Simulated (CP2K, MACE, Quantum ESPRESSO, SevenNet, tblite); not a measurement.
# Bulk modulus two ways: hcp Mg, size series (64 atoms), QE, PBE

The cell holds 64 atoms (64 Mg). Recipe: hcp Mg (a = 3.209 Å, c = 5.211 Å), 4 x 4 x 2 conventional cells; every coordinate displaced by a Gaussian of 0.05 Å. Then the atoms were relaxed with SevenNet 0 in the fixed cell.

Calculated with Quantum ESPRESSO 7.5: PBE; plane waves, SSSP efficiency, 45/360 Ry; k-points Γ. The cell is scaled evenly by ±3 % in volume, with fractional positions held.

| volume (Å³/atom) | energy less the middle row's (meV/atom) | pressure (GPa) |
| --- | --- | --- |
| 22.539 | -0.919 | 0.361 |
| 23.236 | 0.000 | -0.754 |
| 23.933 | 5.391 | -1.698 |

**Question.** Find the bulk modulus at the middle volume from the pressures and from the energies, and check the printed pressure against the slope of the energy (1 meV/Å³ = 0.16022 GPa).

**Working.**

The step is h = 0.6971 Å³. From pressures: B = −V dP/dV = 23.236 × (0.361 − (-1.698)) / (2 × 0.6971) = 34.3 GPa.

From energies: B = V d²E/dV² = 23.236 × (-0.919 + (5.391)) / 0.6971² = 213.9 meV/Å³ = 34.3 GPa.

Slope: P = −dE/dV = −(5.391 − (-0.919)) / (2 × 0.6971) = -4.53 meV/Å³ = -0.73 GPa, against -0.75 GPa printed.

The two moduli agree within 0 %.

A central difference over ±3 % overstates P by about B(1 + B′)(0.03)²/6, some 0.03 GPa for B′ = 4.

Limits: three points, a static cell at zero temperature, the cell shape held; the modulus is that at -0.8 GPa, not at zero pressure.

[Hosts, paths, dates, database ids (printed as entryN), source tags and the programs' standing remarks are cut or masked in the printed files.]
